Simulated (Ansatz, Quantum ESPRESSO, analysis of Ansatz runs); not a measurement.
## How often does S try the jump in Al5AgS8 (F-43m)?

Aim: the prefactor of a hop in Al5AgS8 (F-43m) (V_S hop (3.3 Å), charge +2) from the modes of the moving atom at the start and at the top of a path found beforehand. Model: a cell of 56 host atoms with 1 S taken out.

Calculated with Ansatz 0.2.0; plane-wave PAW DFT, PBEsol; finite-difference force constants of the moving atom alone.

## 1. The system as given

The cell holds 55 atoms: 20 Al, 4 Ag and 31 S. Cell: a = 10.073 Å, b = 10.073 Å, c = 10.073 Å, α = 90.0°, β = 90.0°, γ = 90.0°. It derives from Al5AgS8 (space group F-43m). Nearest the centre at fractional (0.634, 0.750, 0.750): S51 at 1.61 Å, Al4 at 2.08 Å, Al16 at 2.09 Å, S55 at 2.82 Å, S44 at 2.82 Å, S38 at 3.10 Å, S26 at 3.10 Å, Al8 at 3.16 Å. The cell carries charge +2.

The cell's shortest repeat is 10.1 Å.

## 2. Vibrations of the moving atom at the start point

Harmonic transition-state theory takes the prefactor from the modes at the minimum and at the top. Only the moving atom is displaced, by 0.02 Å, which takes six displaced runs and a reference; the host's atoms are held.

File qp2.start.modes/input.yaml:

```yaml
crystal:
  lattice:
    - [10.0726001, 0.0, 0.0]
    - [0.0, 0.0, -10.0726001]
    - [0.0, 10.0726001, 0.0]
  atoms:
    - { symbol: Al, position: [0.12010598, 0.37723562, 0.62236632] }
    - { symbol: Al, position: [0.12009417, 0.88240602, 0.12034875] }
    - { symbol: Al, position: [0.62218698, 0.37725412, 0.12032041] }
    - { symbol: Al, position: [0.6229152, 0.91300143, 0.6231356] }
    - { symbol: Al, position: [0.38254699, 0.38264633, 0.88109022] }
    - { symbol: Al, position: [0.38255, 0.88091793, 0.38281382] }
    - { symbol: Al, position: [0.88080524, 0.38265493, 0.38284114] }
    - { symbol: Al, position: [0.88385541, 0.88389746, 0.8840789] }
    - { symbol: Al, position: [0.37721112, 0.12017099, 0.62238351] }
    - { symbol: Al, position: [0.37720072, 0.62218431, 0.1203658] }
    - { symbol: Al, position: [0.88237617, 0.12015078, 0.12033314] }
    - { symbol: Al, position: [0.91300063, 0.62294347, 0.62314997] }
    - { symbol: Al, position: [0.12010102, 0.12015253, 0.88259193] }
    - { symbol: Al, position: [0.12010267, 0.62217392, 0.37742882] }
    - { symbol: Al, position: [0.62218624, 0.12014004, 0.37743057] }
    - { symbol: Al, position: [0.62289526, 0.62296565, 0.91319299] }
    - { symbol: Al, position: [-0.00139906, -0.00134344, 0.49999276] }
    - { symbol: Al, position: [-0.00140128, 0.49981159, -0.00116087] }
    - { symbol: Al, position: [0.49975297, -0.00134489, -0.00116075] }
    - { symbol: Al, position: [0.40447033, 0.40443596, 0.40463156] }
    - { symbol: Ag, position: [0.2520339, 0.25215803, 0.25232838] }
    - { symbol: Ag, position: [0.25526872, 0.75530566, 0.75546899] }
    - { symbol: Ag, position: [0.75523848, 0.25530075, 0.75550475] }
    - { symbol: Ag, position: [0.75525033, 0.75530448, 0.25549212] }
    - { symbol: S, position: [0.3876689, 0.11524129, 0.38787877] }
    - { symbol: S, position: [0.39290124, 0.61525726, 0.88663828] }
    - { symbol: S, position: [0.88815063, 0.11580281, 0.8883745] }
    - { symbol: S, position: [0.88637426, 0.61526208, 0.39316892] }
    - { symbol: S, position: [0.11604685, 0.1160858, 0.11627403] }
    - { symbol: S, position: [0.13386151, 0.6123781, 0.61257011] }
    - { symbol: S, position: [0.61237067, 0.13387521, 0.61257035] }
    - { symbol: S, position: [0.61236765, 0.61238508, 0.13406487] }
    - { symbol: S, position: [0.11508539, 0.3876864, 0.38787593] }
    - { symbol: S, position: [0.11576368, 0.88819514, 0.88838869] }
    - { symbol: S, position: [0.61517507, 0.39298881, 0.88659677] }
    - { symbol: S, position: [0.61518068, 0.88641819, 0.39315855] }
    - { symbol: S, position: [0.38767496, 0.38768458, 0.11540858] }
    - { symbol: S, position: [0.39291978, 0.88644852, 0.61542785] }
    - { symbol: S, position: [0.88637689, 0.39296625, 0.61545384] }
    - { symbol: S, position: [0.88814754, 0.88819056, 0.11598566] }
    - { symbol: S, position: [0.36752819, 0.13604948, 0.86711984] }
    - { symbol: S, position: [0.35942779, 0.62542864, 0.35967195] }
    - { symbol: S, position: [0.8668919, 0.13602906, 0.36775414] }
    - { symbol: S, position: [0.86297077, 0.6352984, 0.86319864] }
    - { symbol: S, position: [0.12987681, 0.12993443, 0.63382828] }
    - { symbol: S, position: [0.12987271, 0.63364027, 0.13012584] }
    - { symbol: S, position: [0.63360677, 0.12991985, 0.13009784] }
    - { symbol: S, position: [0.13597468, 0.36756873, 0.86711966] }
    - { symbol: S, position: [0.13597314, 0.8669254, 0.36775672] }
    - { symbol: S, position: [0.62546174, 0.35947163, 0.35965343] }
    - { symbol: S, position: [0.63525598, 0.86301375, 0.86320204] }
    - { symbol: S, position: [0.35942955, 0.35948122, 0.62562485] }
    - { symbol: S, position: [0.36752529, 0.86693427, 0.13623331] }
    - { symbol: S, position: [0.86689092, 0.36756523, 0.13620666] }
    - { symbol: S, position: [0.86297509, 0.86301867, 0.63548376] }
  symmetry: { detect: false }
total_charge: 2
basis:
  ecutwfc: 420
  xc_grid: 2
hamiltonian:
  xc: pbesol
kpoints:
  mp_grid: { grid: [1, 1, 1], shift: [0.25, 0.25, 0.25] }
scf:
  occupations: { method: fixed }
  max_iter: 100
phonons:
  supercell: [1, 1, 1]
  displaced_sites: [50]
  amplitude: 0.02
```

Command:

```bash
$ ansatz run input.yaml --threads 16 --pin off --max-ram 26378MiB --backend cpu --events-out ev --progress --plain --runs-dir out
```

Standard output:

```text
Engine: ansatz 0.2.0, aarch64-unknown-linux-gnu
Pseudopotentials: kind: paw
Pseudopotential: Al, paw, valence charge 3, recommended cutoff 420 eV (normal), Al.paw.azcp
Pseudopotential: Ag, paw, valence charge 19, recommended cutoff 420 eV (normal), Ag.paw.azcp
Pseudopotential: S, paw, valence charge 6, recommended cutoff 420 eV (normal), S.paw.azcp
Functional definition: PBEsol
  exchange = pbesol_x
  correlation = pbesol_c
Crystal: 55 atoms, lattice volume = 1021.939 Å³
Basis set: ecut = 420 eV, 20005 PW (Γ), exchange–correlation on 144×144×144 points (8 copies of the dense FFT grid, shifted against one another)
Bands: 215, of which v1, the nominal top of the filled ones, is band 160 counted from 1 (159 counted from 0)
Symmetry: 1 space group operations
k-points: 1
Non-local potential: Al, projectors of the file, l = 0: 2, l = 1: 2, l = 2: 1
Non-local potential: Ag, projectors of the file, l = 0: 3, l = 1: 2, l = 2: 2, l = 3: 1
Non-local potential: S, projectors of the file, l = 0: 2, l = 1: 2, l = 2: 2
PAW form: soft (Blöchl's): semilocal exchange-correlation on the pseudo side does not see the compensation charge
PAW frozen core: Al, regenerated for the run's functional, and the local potential with it (the file was generated under x = pbe(κ = 0.804, μ = 0.219515), c = pbe(β = 0.066725))
PAW frozen core: Ag, regenerated for the run's functional, and the local potential with it (the file was generated under x = pbe(κ = 0.804, μ = 0.219515), c = pbe(β = 0.066725))
PAW frozen core: S, regenerated for the run's functional, and the local potential with it (the file was generated under x = pbe(κ = 0.804, μ = 0.219515), c = pbe(β = 0.066725))
PAW one-centre angular grid: Al, 110 points (default); XC on 64 Gauss nodes
PAW one-centre angular grid: Ag, 590 points (default); XC on 64 Gauss nodes
PAW one-centre angular grid: S, 110 points (default); XC on 64 Gauss nodes
Initial density: superposition of atomic densities (neutral atoms scaled as one to the charged cell's electrons: chi_scale 0, normalization atom), corrected by the library's trained network
Initial wavefunctions: pseudopotential atomic-orbital guess
Functional: x = pbesol(κ = 0.804, μ = 0.123457), c = pbesol(β = 0.046)
SCF iter   1: F=—  HF=-68080.313329 eV  |F-HF|=—  |Δ(HF+E_count)|=         —  Δρ=1.37e-2  dr2=3.16e0  ethr=1.77e-3  ⟨swp⟩=4.0  Hψ=750  notcnv=0  defer=53
preconditioner: auto → Resta (q_TF=auto, 2.248 Å⁻¹)  ε∞=4.8  [insulator: Δε(μ)=1.558 eV  Ē_g=10.061 eV  n_scr=178 (ndim 8)  ℏωp=19.7 eV  f_vac=0.019  ε∞_Penn≈4.8]
SCF iter   2: F=—  HF=-68079.560087 eV  |F-HF|=—  |Δ(HF+E_count)|=   7.53e-1  Δρ=4.18e-3  dr2=2.06e-1  ethr=9.86e-4  ⟨swp⟩=2.0  Hψ=406  notcnv=0  defer=53
SCF iter   3: F=—  HF=-68079.525979 eV  |F-HF|=—  |Δ(HF+E_count)|=   3.41e-2  Δρ=1.65e-3  dr2=7.60e-2  ethr=6.44e-5  ⟨swp⟩=2.0  Hψ=325  notcnv=0  defer=53
SCF iter   4: F=—  HF=-68079.511629 eV  |F-HF|=—  |Δ(HF+E_count)|=   1.44e-2  Δρ=8.42e-4  dr2=1.26e-2  ethr=2.37e-5  ⟨swp⟩=3.0  Hψ=324  notcnv=0  defer=53
SCF iter   5: F=—  HF=-68079.509920 eV  |F-HF|=—  |Δ(HF+E_count)|=   1.71e-3  Δρ=3.62e-4  dr2=2.10e-3  ethr=3.95e-6  ⟨swp⟩=3.0  Hψ=330  notcnv=0  defer=53
SCF iter   6: F=—  HF=-68079.510217 eV  |F-HF|=—  |Δ(HF+E_count)|=   2.97e-4  Δρ=1.15e-4  dr2=2.41e-4  ethr=6.57e-7  ⟨swp⟩=2.0  Hψ=325  notcnv=0  defer=53
SCF iter   7: F=—  HF=-68079.510612 eV  |F-HF|=—  |Δ(HF+E_count)|=   3.94e-4  Δρ=3.15e-5  dr2=3.36e-5  ethr=7.52e-8  ⟨swp⟩=2.0  Hψ=282  notcnv=0  defer=49
SCF iter   8: F=—  HF=-68079.511089 eV  |F-HF|=—  |Δ(HF+E_count)|=   4.77e-4  Δρ=1.80e-5  dr2=6.47e-6  ethr=1.05e-8  ⟨swp⟩=3.0  Hψ=314  notcnv=0  defer=49
SCF iter   9: F=—  HF=-68079.511596 eV  |F-HF|=—  |Δ(HF+E_count)|=   5.07e-4  Δρ=4.39e-6  dr2=4.65e-7  ethr=2.02e-9  ⟨swp⟩=3.0  Hψ=357  notcnv=0  defer=48
SCF iter  10: F=—  HF=-68079.511597 eV  |F-HF|=—  |Δ(HF+E_count)|=   7.22e-7  Δρ=2.47e-6  dr2=8.57e-8  ethr=1.45e-10  ⟨swp⟩=3.0  Hψ=321  notcnv=0  defer=48
[...]
SCF 1 converged in 13 iterations: F = -68079.511597 eV  dr2 = 4.24e-10
  greatest PAW one-centre occupation: 1.001 electrons in one spin orbital (limit 2), on the Ag atom at site 20 (counted from 0), in its partial waves of l = 0
Initial density: handed on by an earlier stage of this run
Initial wavefunctions: those handed on with the density
[...]
SCF 2 converged in 10 iterations: F = -68079.509989 eV  dr2 = 1.24e-11
[...]
SCF 3 converged in 7 iterations: F = -68079.510093 eV  dr2 = 1.46e-11
[...]
SCF 4 converged in 10 iterations: F = -68079.510114 eV  dr2 = 1.49e-11
[...]
SCF 5 converged in 7 iterations: F = -68079.510104 eV  dr2 = 1.55e-11
[...]
SCF iter   9: F=—  HF=-68079.510098 eV  |F-HF|=—  |Δ(HF+E_count)|=  2.91e-10  Δρ=1.07e-7  dr2=1.45e-10  ethr=1.00e-12  ⟨swp⟩=5.0  Hψ=739  notcnv=0
SCF iter  10: F=-68079.510098 eV  HF=-68079.510098 eV  |F-HF|=2.91e-11  |Δ(HF+E_count)|=  2.91e-11  Δρ=2.79e-8  dr2=1.56e-11  ethr=1.00e-12  ⟨swp⟩=4.0  Hψ=652  notcnv=0
SCF 6 converged in 10 iterations: F = -68079.510098 eV  dr2 = 1.56e-11
iter 1 solved again at ethr=5.10e-10 eV; its pass at ethr=3.10e-3 eV (dr2=1.63e-6 eV) is discarded
SCF iter   1: F=—  HF=-68079.509767 eV  |F-HF|=—  |Δ(HF+E_count)|=         —  Δρ=1.58e-5  dr2=1.18e-6  ethr=5.10e-10  ⟨swp⟩=3.0  Hψ=771  notcnv=0  defer=48
SCF iter   2: F=—  HF=-68079.510120 eV  |F-HF|=—  |Δ(HF+E_count)|=   3.53e-4  Δρ=8.43e-6  dr2=3.11e-7  ethr=3.67e-10  ⟨swp⟩=2.0  Hψ=311  notcnv=0  defer=48
SCF iter   3: F=—  HF=-68079.510120 eV  |F-HF|=—  |Δ(HF+E_count)|=   2.10e-8  Δρ=1.84e-6  dr2=2.61e-8  ethr=9.70e-11  ⟨swp⟩=2.0  Hψ=261  notcnv=0  defer=48
SCF iter   4: F=—  HF=-68079.510120 eV  |F-HF|=—  |Δ(HF+E_count)|=   1.80e-9  Δρ=5.16e-7  dr2=3.27e-9  ethr=8.15e-12  ⟨swp⟩=2.0  Hψ=253  notcnv=0  defer=48
SCF iter   5: F=—  HF=-68079.510120 eV  |F-HF|=—  |Δ(HF+E_count)|=  2.04e-10  Δρ=3.25e-7  dr2=1.18e-9  ethr=1.02e-12  ⟨swp⟩=2.0  Hψ=327  notcnv=0  defer=48
SCF iter   6: F=—  HF=-68079.510120 eV  |F-HF|=—  |Δ(HF+E_count)|=    0.00e0  Δρ=1.07e-7  dr2=1.45e-10  ethr=1.00e-12  ⟨swp⟩=2.0  Hψ=320  notcnv=0  defer=48
SCF iter   7: F=-68079.510120 eV  HF=-68079.510120 eV  |F-HF|=1.46e-11  |Δ(HF+E_count)|=  8.73e-11  Δρ=3.14e-8  dr2=1.54e-11  ethr=1.00e-12  ⟨swp⟩=4.0  Hψ=679  notcnv=0
SCF 7 converged in 7 iterations: F = -68079.510120 eV  dr2 = 1.54e-11
SCF converged after 13 iterations
Free energy (F): -68079.511597 eV
Harris-Foulkes:  -68079.511597 eV  (|F-HF|=8.44e-10)
Internal energy: -68079.511597 eV  (E = F + TS)
E sigma→0 (E₀):  -68079.511597 eV
Fermi energy:    6.703930 eV
--- Per-component energies (eV) ---
  E_band       = -1439.831151
  E_kinetic    = 5923.056530
  E_local      = -21058.870489  (includes V_loc(G=0)·N_el)
  E_nonlocal   = 1398.573314
  E_hartree    = 9203.516398
  E_xc         = -4511.991617
  E_vxc        = -4244.076827  (∫ρ·V_xc dr)
  E_paw        = -42537.686366  (= ΣΔE_a)
  E_vpaw       = -1865.547878  (= ΣTr[D̂ρ^β])
  E_aug_tail   = 0.001159  (compensation charges beyond the density's cutoff)
  E_ewald      = -16499.704692
  E_core_change = 3.594165  (= ΣΔE_core)
  E_smearing   = -0.000000  (= −TS)
  E_closure    = 0.000000  (closes the sum)
  E_deformation_potential = 26.803176  (in the stress; not in F)
  Σ components = -68079.511597   (vs F -68079.511597, Δ=0.00e0)
--- Forces (eV/Å), atoms counted from 1 ---
  atom   1  Al    -0.00112601    -0.00008944     0.00100503
  atom   2  Al     0.00052099    -0.00088830    -0.00133500
  [... 1 atom left out ...]
  atom   4  Al    -0.00023692     0.00017501     0.00086341
  [... 3 atoms left out ...]
  atom   8  Al     0.00141465     0.00105314    -0.00093756
  [... 3 atoms left out ...]
  atom  12  Al    -0.00335220     0.00021287    -0.00067355
  [... 3 atoms left out ...]
  atom  16  Al     0.00003810    -0.00129351     0.00006922
  [... 2 atoms left out ...]
  atom  19  Al    -0.00021597    -0.00068765     0.00073335
  [... 6 atoms left out ...]
  atom  26  S      0.00045462     0.00126798     0.00008235
  [... 11 atoms left out ...]
  atom  38  S      0.00022033    -0.00017556    -0.00103957
  [... 5 atoms left out ...]
  atom  44  S     -0.00032679    -0.00053278     0.00046216
  [... 6 atoms left out ...]
  atom  51  S     -0.00154178    -0.00072646     0.00040865
  [... 3 atoms left out ...]
  atom  55  S     -0.00026935    -0.00056866     0.00113813
  max |Σ_I F_I| component: 1.37e-6 eV/Å
--- Band table (eV) ---
  k-point 0: bands = ["-84.8553", "-83.8836", "-83.8836", "-83.8836", [... 207 left out ...] "12.7739", "12.7741", "12.9451", "12.9451"]
--- Phonons: 6 displaced members + reference (amplitude 0.02 Å, Σ member SCF iterations 51) ---
  symmetry images taken by strict's conditions (phonons.symmetry_images: auto; settled by no image being taken that strict refuses)
  force constants formed among 1 of 55 sites (S 50); the other 54 at rest. The modes move the named sites alone.
  the frequencies, the zero-point energy and the sums are of the block with the acoustic sum rule laid on its rows. Row sums over every site: 4.0e-5 eV/Å² at the most
  transpose residual: 1.0e-4 eV/Å²
  largest component of a force at the reference: 1.5e-3 eV/Å on a named site, 3.8e-3 eV/Å on a site at rest
  frequencies among the named sites at Γ of the cell (cm⁻¹): 222.71 245.22 287.24
  unstable modes among the named sites: 0
  frequencies as built, with no sum rule (cm⁻¹): 222.71 245.22 287.24
  zero-point energy: 0.046814 eV/cell   skipped modes (ω ≤ 0): 0
  not written: the harmonic force-constant file, the file of eigenvectors (these modes' are written with the force constants), the density of states and the dispersion, which are of every site
```

Elapsed: 43 s, on 16 threads of Arm Neoverse N1, shared host; peak memory 1.7 GiB.

The column dr2 measures how far the density is from self-consistency, as an energy; F and HF (Harris–Foulkes) agree once it is small.

Read from the output:

```
free energy                : -68079.5116 eV
frequencies of moving atom : 222.7, 245.2, 287.2 cm⁻¹ (negative: imaginary)
```

The three modes are 223, 245 and 287 cm⁻¹: all real, a minimum for this atom with the others held.

(Part 1 of 2 ends here.)

[Long decimals in the printed logs are rounded to 6 places.]

[Repeated set-up lines and some long k-point lines are left out of the logs, and relaxed atomic positions are cut to six decimals.]

[Logs are printed without paths, hosts, clocks, repeated set-up lines and the standing remarks that a program may print on its own settings, such as how far it seeks lower states.]

[Hosts, paths, dates, database ids (printed as entryN), source tags and the programs' standing remarks are cut or masked in the printed files.]
